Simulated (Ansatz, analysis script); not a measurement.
**Free-standing square Rh monolayer, spacing 2.603 Å: moments against in-plane size**

Aim: follow the moments and energy of a free-standing square Rh monolayer, spacing 2.603 Å as the cell is scaled, from three starts.

Method: PBE, PAW set soft_1, in Ansatz 0.2.0.

**1. Set-up**

The cell holds 1 atom: 1 Rh. Its edges and angles: a = 2.603 Å, b = 2.603 Å, c = 14.000 Å, α = 90.0°, β = 90.0°, γ = 90.0°. An idealised lattice of chosen spacing, in vacuum. Vacuum lies along c.

**2. Starting state**

First a free collinear run, to see which state the typed moments lead to.

input.yaml

```yaml
crystal:
  lattice:
    - [2.603, 0.0, 0.0]
    - [0.0, 2.603, 0.0]
    - [0.0, 0.0, 14.0]
  atoms:
    - { symbol: Rh, position: [0.0, 0.0, 0.5], spin: 1.0 }
magnetization:
  spin_polarized: true
kpoints:
  mp_grid: { grid: [17, 17, 1] }
hamiltonian:
  xc: pbe
  pseudopotentials: { kind: paw, azcp: { folder: soft_1 } }
scf:
  occupations: { method: fermi_dirac, width: 0.05 }
  max_iter: 120
  convergence: { dr2_threshold: 1.0e-08 }
  lower_state_search: "off"
```

The run is started by

```
$ ansatz run input.yaml --threads 2 --pin off --max-ram 5120MiB --backend cpu --events-out ev --progress --plain --runs-dir out
```

Numbers of over 12 decimals in the logs are rounded to 6 here.

The log of the run:

```text
Engine: ansatz 0.2.0, x86_64-unknown-linux-gnu
Pseudopotentials: kind: paw
Pseudopotential: Rh, paw, valence charge 17, recommended cutoff 420 eV (normal), soft_1/Rh.paw.azcp
Functional definition: PBE
  parameter kappa = 0.804
  parameter beta = 0.066725
  exchange = pbe_x(kappa = kappa, mu = beta*pi^2/3)
  correlation = pbe_c(beta = beta)
Crystal: 1 atoms, lattice volume = 94.859 Å³
Basis set: ecut = 420 eV, 1891 PW (Γ)
Bands: 13, of which v1, the nominal top of the filled ones, is band 9 counted from 1 (8 counted from 0)
Symmetry: 16 space group operations
Space group: P4/mmm (ITA 123), of the structure as read, at distance tolerance 4.6e-5 Å
Magnetic group: BNS 123.339 (UNI 999), of the structure as read, at distance tolerance 4.6e-5 Å
k-points: 45 of 289
Non-local potential: Rh, projectors of the file, l = 0: 3, l = 1: 2, l = 2: 2, l = 3: 1
PAW form: soft (Blöchl's): semilocal exchange-correlation on the pseudo side does not see the compensation charge
PAW one-centre angular grid: Rh, 590 points (default); XC on 64 Gauss nodes
Initial density: superposition of atomic densities (neutral atoms: chi_scale 0, normalization atom)
Starting moments: Σ|m| = 1 μB on 1 of 1 site
Initial wavefunctions: pseudopotential atomic-orbital guess
Functional: x = pbe(κ = 0.804, μ = 0.219515), c = pbe(β = 0.066725)
SCF iter   1: F=—  HF=-6400.975938 eV  |F-HF|=—  |Δ(HF+E_count)|=         —  Δρ=1.82e-2 (↑1.82e-2 ↓1.15e-2)  dr2=5.60e-1  dr2_m=5.03e-2  M=0.917 μB ∫|m|=0.922 μB  β_m=0.30  ethr=3.10e-3  ⟨swp⟩=5.7  Hψ=6663  notcnv=0
preconditioner: auto → LDOS  [metal: Δε(μ)=0.016 eV  Ē_g=7.364 eV  σ=0.050 eV  W_gap=0.08  n_scr=8 (ndim 8)  ℏωp=11.4 eV  f_vac=0.688  D(μ)=2.61/eV (n_scr^D=8)]
spin=Collinear: LDOS preconditioning applied to the charge; magnetization (m = ρ↑ − ρ↓) channel mixes plain (no charge-response kernel on spin).
SCF iter   2: F=—  HF=-6400.880832 eV  |F-HF|=—  |Δ(HF+E_count)|=   9.51e-2  Δρ=9.09e-3 (↑9.09e-3 ↓7.45e-3)  dr2=1.49e-1  dr2_m=2.18e-2  M=0.975 μB ∫|m|=0.981 μB  β_m=1.00  ethr=3.10e-3  ⟨swp⟩=2.0  Hψ=2241  notcnv=0  defer=1
SCF iter   3: F=—  HF=-6400.871953 eV  |F-HF|=—  |Δ(HF+E_count)|=   8.88e-3  Δρ=4.25e-3 (↑4.25e-3 ↓4.07e-3)  dr2=1.47e-2  dr2_m=9.94e-3  M=1.095 μB ∫|m|=1.109 μB  β_m=1.00  ethr=8.76e-4  ⟨swp⟩=2.5  Hψ=2153  notcnv=0  defer=5
SCF iter   4: F=—  HF=-6400.880487 eV  |F-HF|=—  |Δ(HF+E_count)|=   8.53e-3  Δρ=2.90e-3 (↑1.62e-3 ↓2.90e-3)  dr2=1.17e-2  dr2_m=1.75e-3  M=1.149 μB ∫|m|=1.167 μB  β_m=1.00  ethr=8.67e-5  ⟨swp⟩=2.6  Hψ=2374  notcnv=0  defer=5
SCF iter   5: F=—  HF=-6400.879762 eV  |F-HF|=—  |Δ(HF+E_count)|=   7.25e-4  Δρ=1.79e-3 (↑1.79e-3 ↓1.46e-3)  dr2=7.34e-4  dr2_m=1.87e-3  M=1.205 μB ∫|m|=1.224 μB  β_m=1.00  ethr=6.88e-5  ⟨swp⟩=2.2  Hψ=2253  notcnv=0  defer=5
SCF iter   6: F=—  HF=-6400.881542 eV  |F-HF|=—  |Δ(HF+E_count)|=   1.78e-3  Δρ=8.90e-4 (↑8.77e-4 ↓8.90e-4)  dr2=1.37e-4  dr2_m=5.74e-4  M=1.236 μB ∫|m|=1.257 μB  β_m=1.00  ethr=4.32e-6  ⟨swp⟩=2.1  Hψ=2062  notcnv=0  defer=5
SCF iter   7: F=—  HF=-6400.882927 eV  |F-HF|=—  |Δ(HF+E_count)|=   1.39e-3  Δρ=5.20e-4 (↑3.72e-4 ↓5.20e-4)  dr2=5.85e-5  dr2_m=1.48e-4  M=1.250 μB ∫|m|=1.273 μB  β_m=0.30  ethr=8.07e-7  ⟨swp⟩=2.3  Hψ=2338  notcnv=0  defer=5
Mixer restart at iter 7: flushing history
spin-set hold released at iteration 7 (site moments contracting): the magnetisation degrees of freedom join the quasi-Newton model from the next iteration; the mixer history was flushed
SCF iter   8: F=—  HF=-6400.884142 eV  |F-HF|=—  |Δ(HF+E_count)|=   1.22e-3  Δρ=5.39e-4 (↑4.90e-4 ↓5.39e-4)  dr2=8.05e-6  dr2_m=2.26e-4  M=1.258 μB ∫|m|=1.281 μB  β_m=0.58  ethr=3.44e-7  ⟨swp⟩=2.4  Hψ=1845  notcnv=0  defer=5
SCF iter   9: F=—  HF=-6400.885657 eV  |F-HF|=—  |Δ(HF+E_count)|=   1.51e-3  Δρ=4.06e-4 (↑2.81e-4 ↓4.06e-4)  dr2=2.50e-5  dr2_m=1.00e-4  M=1.279 μB ∫|m|=1.303 μB  β_m=0.71  ethr=4.74e-8  ⟨swp⟩=3.0  Hψ=2613  notcnv=0  defer=5
SCF iter  10: F=—  HF=-6400.885718 eV  |F-HF|=—  |Δ(HF+E_count)|=   6.11e-5  Δρ=1.90e-4 (↑1.90e-4 ↓1.16e-4)  dr2=9.48e-6  dr2_m=1.77e-5  M=1.287 μB ∫|m|=1.312 μB  β_m=0.79  ethr=4.74e-8  ⟨swp⟩=2.7  Hψ=2492  notcnv=0  defer=5
SCF iter  11: F=—  HF=-6400.885729 eV  |F-HF|=—  |Δ(HF+E_count)|=   1.06e-5  Δρ=3.50e-5 (↑2.28e-5 ↓3.50e-5)  dr2=4.89e-7  dr2_m=6.38e-7  M=1.288 μB ∫|m|=1.314 μB  β_m=0.80  ethr=4.74e-8  ⟨swp⟩=2.4  Hψ=1972  notcnv=0  defer=5
SCF iter  12: F=—  HF=-6400.885729 eV  |F-HF|=—  |Δ(HF+E_count)|=   3.99e-7  Δρ=1.05e-5 (↑3.53e-6 ↓1.05e-5)  dr2=5.19e-8  dr2_m=3.52e-8  M=1.289 μB ∫|m|=1.314 μB  β_m=0.82  ethr=2.88e-9  ⟨swp⟩=2.2  Hψ=1926  notcnv=0  defer=5
iter 13 did not close the SCF: its close was put off for a magnetic moment that had not settled (scf_convergence_deferred on its scf_iter line)
SCF iter  13: F=-6400.885729 eV  HF=-6400.885729 eV  |F-HF|=5.42e-10  |Δ(HF+E_count)|=   6.86e-8  Δρ=2.38e-6 (↑2.04e-6 ↓2.38e-6)  dr2=4.83e-9  dr2_m=3.11e-9  M=1.289 μB ∫|m|=1.314 μB  β_m=0.91  ethr=5.88e-11  ⟨swp⟩=1.4  Hψ=3368  notcnv=0
SCF iter  14: F=-6400.885729 eV  HF=-6400.885729 eV  |F-HF|=1.19e-10  |Δ(HF+E_count)|=   4.41e-9  Δρ=4.38e-7 (↑3.07e-7 ↓4.38e-7)  dr2=1.56e-10  dr2_m=7.21e-11  M=1.289 μB ∫|m|=1.314 μB  ethr=2.84e-11  ⟨swp⟩=1.0  Hψ=3464  notcnv=0
SCF 1 converged in 14 iterations: F = -6400.885729 eV  dr2 = 1.56e-10
  greatest PAW one-centre occupation: 1.000 electrons in one spin orbital (limit 2), on the Rh atom at site 0 (counted from 0), in its partial waves of l = 0
SCF converged after 14 iterations
Magnetization: 1.2886 μB (9.1443 up, 7.8557 down)
Absolute magnetization: 1.3144 μB (∫|ρ↑−ρ↓|, with the PAW one-centre terms)
Spin contamination: 0.0067 ħ² per cell (⟨S²⟩ above its minimum at these occupations)
Per-site moments (μB) at R_I (Å): [(1.179741, 1.073738)]
Free energy (F): -6400.885729 eV
Harris-Foulkes:  -6400.885729 eV  (|F-HF|=1.19e-10)
Internal energy: -6400.870227 eV  (E = F + TS)
E sigma→0 (E₀):  -6400.877978 eV
Entropy (-TS):   -0.015502 eV (-15.502 meV/atom)
Fermi energy:    -1.377290 eV
--- Per-component energies (eV) ---
  E_band       = -469.906189
  E_kinetic    = 532.859898
  E_local      = -8869.191312  (includes V_loc(G=0)·N_el)
  E_nonlocal   = 302.231037
  E_hartree    = 4051.248761
  E_xc         = -197.979344
  E_vxc        = -247.905899  (∫ρ·V_xc dr)
  E_paw        = -3604.534528  (= ΣΔE_a)
  E_vpaw       = -290.398108  (= ΣTr[D̂ρ^β])
  E_aug_tail   = 0.000067  (compensation charges beyond the density's cutoff)
  E_ewald      = 1384.495194
  E_smearing   = -0.015502  (= −TS)
  E_closure    = -0.000000  (closes the sum)
  Σ components = -6400.885729   (vs F -6400.885729, Δ=0.00e0)
```

Elapsed: 16 s, on 2 threads of Intel Xeon at 2.50GHz (Skylake/Cascade Lake), shared host; peak memory 0.36 GiB.

Spin moment in the atom's sphere by atom:

| atom | spin moment in the atom's sphere (μB) |
| --- | --- |
| Rh1 | 1.18 |

The run ends ferromagnetic, with a net moment of 1.29 μB a cell. With one Rh atom carrying the moment, parallel order of its images is forced by the cell, not found.

**3. Denser mesh**

Levels at the Fermi energy are partly filled, so moments and energy differences can hang on the k-mesh, and the state is solved again on a denser one.

input.yaml, the sections that differ from step 2:

```yaml
crystal:
  lattice:
    - [2.603, 0.0, 0.0]
    - [0.0, 2.603, 0.0]
    - [0.0, 0.0, 14.0]
  atoms:
    - { symbol: Rh, position: [0.0, 0.0, 0.5], spin: 1.18 }
kpoints:
  mp_grid: { grid: [21, 21, 1] }
basis:
  ecutwfc: 420.0
checkpoint:
  read: start
  write: ck
  compress: false
  write_wavefunctions: false
  write_every: 100000
# magnetization, hamiltonian, scf: as in step 2
```

The log of the run:

```text
[...]
Magnetization: 1.3093 μB (9.1546 up, 7.8454 down)
Absolute magnetization: 1.3290 μB (∫|ρ↑−ρ↓|, with the PAW one-centre terms)
[...]
Per-site moments (μB) at R_I (Å): [(1.190163, 1.073738)]
Free energy (F): -6400.885024 eV
[...]
Internal energy: -6400.869549 eV  (E = F + TS)
E sigma→0 (E₀):  -6400.877286 eV
Entropy (-TS):   -0.015475 eV (-15.475 meV/atom)
Fermi energy:    -1.382052 eV
[...]
[key lines of the parts left out:]
SCF converged after 7 iterations
```

Run time: 19 s. Hardware: 2 threads; peak memory 0.41 GiB; 15 s of CPU time.

Spin moment in the atom's sphere by atom:

| atom | spin moment in the atom's sphere (μB) |
| --- | --- |
| Rh1 | 1.19 |

The run ends ferromagnetic, with a net moment of 1.31 μB a cell, against 1.29 μB on the first mesh.

The cell's area in the plane is scaled by the factor named; fractional positions stay, and energies count from the lowest run.

**4. Factor 0.8, typed moments**

Three starts at each size show whether high-spin, low-spin and non-magnetic states coexist. One mesh, built for the smallest cell, and one cutoff serve all sizes, so that energies can be subtracted.

input.yaml, the sections that differ from step 3:

```yaml
crystal:
  lattice:
    - [2.32819398, 0.0, 0.0]
    - [0.0, 2.32819398, 0.0]
    - [0.0, 0.0, 14.0]
  atoms:
    - { symbol: Rh, position: [0.0, 0.0, 0.5], spin: 1.0 }
kpoints:
  mp_grid: { grid: [22, 22, 1] }
output:
  stress: true
# magnetization, hamiltonian, scf, basis: as in step 3
# checkpoint: removed
```

The run is started by

```
$ ansatz run input.yaml --threads 1 --pin off --max-ram 2560MiB --backend cpu --events-out ev --progress --plain --runs-dir out
```

The log of the run:

```text
Warning: output.stress: scf.convergence.dr2_threshold = 1e-8 eV is looser than the 1e-10 eV advised for a printed stress (1e-10 eV for each atom of the cell: 1). What an SCF threshold leaves in a stress goes as its square root, and in the free energy as the threshold itself, and one threshold admits the most on a small cell: [figures from the program's tests cut] Set scf.convergence.dr2_threshold to 1e-10 eV or tighter. The threshold is an SCF's pass mark: one that does not reach it within its budget of iterations ends unconverged, or closes short of it on a stop that the run arms, and scf.convergence.dr2_threshold's page says what that costs each kind of run
[...]
Crystal: 1 atoms, lattice volume = 75.887 Å³
Basis set: ecut = 420 eV, 1475 PW (Γ)
Bands: 13, of which v1, the nominal top of the filled ones, is band 9 counted from 1 (8 counted from 0)
Symmetry: 16 space group operations
[...]
k-points: 78 of 484
[...]
Starting moments: Σ|m| = 1 μB on 1 of 1 site
[...]
SCF iter  21: F=-6400.956285 eV  HF=-6400.956285 eV  |F-HF|=9.09e-13  |Δ(HF+E_count)|=  1.30e-10  Δρ=5.42e-8 (↑1.71e-8 ↓5.42e-8)  dr2=6.06e-13  dr2_m=6.29e-13  M=0.000 μB ∫|m|=0.000 μB  ethr=1.00e-12  ⟨swp⟩=1.1  Hψ=5807  notcnv=0
WARN: the starting moments were not kept: the SCF closed with an absolute magnetisation of 9.4e-7 μB, where they sum to 1 μB in size (1 site). That is at most 0.1 of that sum. Measured as dr2_m measures the in/out step, that magnetisation stands 5.1e-13 eV from none, at or under the dr2_threshold of 1.0e-8 eV: it is no larger than a step whose dr2_m would equal this threshold. The system may hold no moment; this SCF  [...]
SCF 1 converged in 21 iterations: F = -6400.956285 eV  dr2 = 6.06e-13
[...]
SCF converged after 21 iterations
Magnetization: 0.0000 μB (8.5000 up, 8.5000 down)
Absolute magnetization: 0.0000 μB (∫|ρ↑−ρ↓|, with the PAW one-centre terms)
[...]
Per-site moments (μB) at R_I (Å): [(2.930882520749525e-7, 0.960380)]
Free energy (F): -6400.956285 eV
[...]
Internal energy: -6400.937209 eV  (E = F + TS)
E sigma→0 (E₀):  -6400.946747 eV
Entropy (-TS):   -0.019077 eV (-19.077 meV/atom)
Fermi energy:    -0.384160 eV
[...]
--- Stress (GPa, compression-positive) ---
        6.807839       0.000000      -0.000000
        0.000000       6.807839      -0.000000
       -0.000000      -0.000000      -0.000501
  P = ⅓ Tr σ = 4.5384 GPa (45.384 kbar)
```

Run time: 48 s. Hardware: 1 thread; peak memory 0.4 GiB.

It ends non-magnetic, with 0 μB on the largest site.

**5. Factor 0.8, starting moments cut to 30 %**

A self-consistent run from these starting moments shows which magnetic state they lead to.

input.yaml: that of step 4 with these lines changed.

```diff
@@ -6,3 +6,3 @@
   atoms:
-    - { symbol: Rh, position: [0.0, 0.0, 0.5], spin: 1.0 }
+    - { symbol: Rh, position: [0.0, 0.0, 0.5], spin: 0.3 }
 magnetization:
```

The log of the run:

```text
[...]
Crystal: 1 atoms, lattice volume = 75.887 Å³
Basis set: ecut = 420 eV, 1475 PW (Γ)
Bands: 13, of which v1, the nominal top of the filled ones, is band 9 counted from 1 (8 counted from 0)
Symmetry: 16 space group operations
[...]
k-points: 78 of 484
[...]
Internal energy: -6400.937209 eV  (E = F + TS)
E sigma→0 (E₀):  -6400.946747 eV
Entropy (-TS):   -0.019077 eV (-19.077 meV/atom)
Fermi energy:    -0.384158 eV
[...]
--- Stress (GPa, compression-positive) ---
        6.807841       0.000000      -0.000000
        0.000000       6.807841      -0.000000
       -0.000000      -0.000000      -0.000499
  P = ⅓ Tr σ = 4.5384 GPa (45.384 kbar)
[key lines of the parts left out:]
SCF converged after 21 iterations
Magnetization: 0.0000 μB (8.5000 up, 8.5000 down)
Free energy (F): -6400.956285 eV
```

Elapsed: 49 s, on 1 thread; peak memory 0.4 GiB.

It ends non-magnetic, with 0 μB on the largest site.

**6. Factor 0.94, typed moments**

A self-consistent run from these starting moments shows which magnetic state they lead to.

input.yaml, the sections that differ from step 5:

```yaml
crystal:
  lattice:
    - [2.52370213, 0.0, 0.0]
    - [0.0, 2.52370213, 0.0]
    - [0.0, 0.0, 14.0]
  atoms:
    - { symbol: Rh, position: [0.0, 0.0, 0.5], spin: 1.0 }
# magnetization, kpoints, hamiltonian, scf, basis, output: as in step 5
```

The log of the run:

```text
[...]
Crystal: 1 atoms, lattice volume = 89.167 Å³
Basis set: ecut = 420 eV, 1735 PW (Γ)
Bands: 13, of which v1, the nominal top of the filled ones, is band 9 counted from 1 (8 counted from 0)
Symmetry: 16 space group operations
[...]
k-points: 78 of 484
[...]
Internal energy: -6400.994390 eV  (E = F + TS)
E sigma→0 (E₀):  -6401.003934 eV
Entropy (-TS):   -0.019088 eV (-19.088 meV/atom)
Fermi energy:    -1.193657 eV
[...]
--- Stress (GPa, compression-positive) ---
       -2.963803       0.000000       0.000000
        0.000000      -2.963803       0.000000
        0.000000       0.000000      -0.000533
  P = ⅓ Tr σ = -1.9760 GPa (-19.760 kbar)
[key lines of the parts left out:]
SCF converged after 18 iterations
Magnetization: 0.9379 μB (8.9689 up, 8.0311 down)
Free energy (F): -6401.013478 eV
```

The job ended after 48 s (1 thread; peak memory 0.43 GiB).

It ends ferromagnetic, with 0.844 μB on the largest site.

**7. Factor 1.07, typed moments**

input.yaml: that of step 6 with these lines changed.

```diff
@@ -2,4 +2,4 @@
   lattice:
-    - [2.52370213, 0.0, 0.0]
-    - [0.0, 2.52370213, 0.0]
+    - [2.69256414, 0.0, 0.0]
+    - [0.0, 2.69256414, 0.0]
     - [0.0, 0.0, 14.0]
```

The log of the run:

```text
[...]
Crystal: 1 atoms, lattice volume = 101.499 Å³
Basis set: ecut = 420 eV, 2003 PW (Γ)
Bands: 13, of which v1, the nominal top of the filled ones, is band 9 counted from 1 (8 counted from 0)
Symmetry: 16 space group operations
[...]
k-points: 78 of 484
[...]
Internal energy: -6400.663128 eV  (E = F + TS)
E sigma→0 (E₀):  -6400.672162 eV
Entropy (-TS):   -0.018068 eV (-18.068 meV/atom)
Fermi energy:    -1.614660 eV
[...]
--- Stress (GPa, compression-positive) ---
       -5.346972       0.000000      -0.000000
        0.000000      -5.346972      -0.000000
       -0.000000      -0.000000      -0.000251
  P = ⅓ Tr σ = -3.5647 GPa (-35.647 kbar)
[key lines of the parts left out:]
SCF converged after 12 iterations
Magnetization: 1.4266 μB (9.2133 up, 7.7867 down)
Free energy (F): -6400.681196 eV
```

Run time: 33 s. Hardware: 1 thread; peak memory 0.44 GiB.

It ends ferromagnetic, with 1.32 μB on the largest site.

**8. Factor 1.25, typed moments**

input.yaml: that of step 7 with these lines changed.

```diff
@@ -2,4 +2,4 @@
   lattice:
-    - [2.69256414, 0.0, 0.0]
-    - [0.0, 2.69256414, 0.0]
+    - [2.91024247, 0.0, 0.0]
+    - [0.0, 2.91024247, 0.0]
     - [0.0, 0.0, 14.0]
```

The log of the run:

```text
[...]
Crystal: 1 atoms, lattice volume = 118.573 Å³
Basis set: ecut = 420 eV, 2291 PW (Γ)
Bands: 13, of which v1, the nominal top of the filled ones, is band 9 counted from 1 (8 counted from 0)
Symmetry: 16 space group operations
[...]
k-points: 78 of 484
[...]
Internal energy: -6400.043855 eV  (E = F + TS)
E sigma→0 (E₀):  -6400.055443 eV
Entropy (-TS):   -0.023174 eV (-23.174 meV/atom)
Fermi energy:    -2.031392 eV
[...]
--- Stress (GPa, compression-positive) ---
       -5.842866       0.000000      -0.000000
        0.000000      -5.842866      -0.000000
       -0.000000      -0.000000      -0.000278
  P = ⅓ Tr σ = -3.8953 GPa (-38.953 kbar)
[key lines of the parts left out:]
SCF converged after 15 iterations
Magnetization: 1.5871 μB (9.2936 up, 7.7064 down)
Free energy (F): -6400.067030 eV
```

Wall time 48 s (1 thread); peak memory 0.48 GiB.

It ends ferromagnetic, with 1.50 μB on the largest site.

(Part 1 of 2 ends here.)

[Logs and program files are shortened in this print: banners, set-up blocks, solver, clock and traceback lines can be left out without a mark of their own.]

[Logs are printed without paths, hosts, clocks, repeated set-up lines and the standing remarks that a program may print on its own settings, such as how far it seeks lower states.]

[Hosts, paths, dates, database ids (printed as entryN), source tags and the programs' standing remarks are cut or masked in the printed files.]

[Where the input sets lower_state_search to off, the program did not look for lower states, so one may exist.]
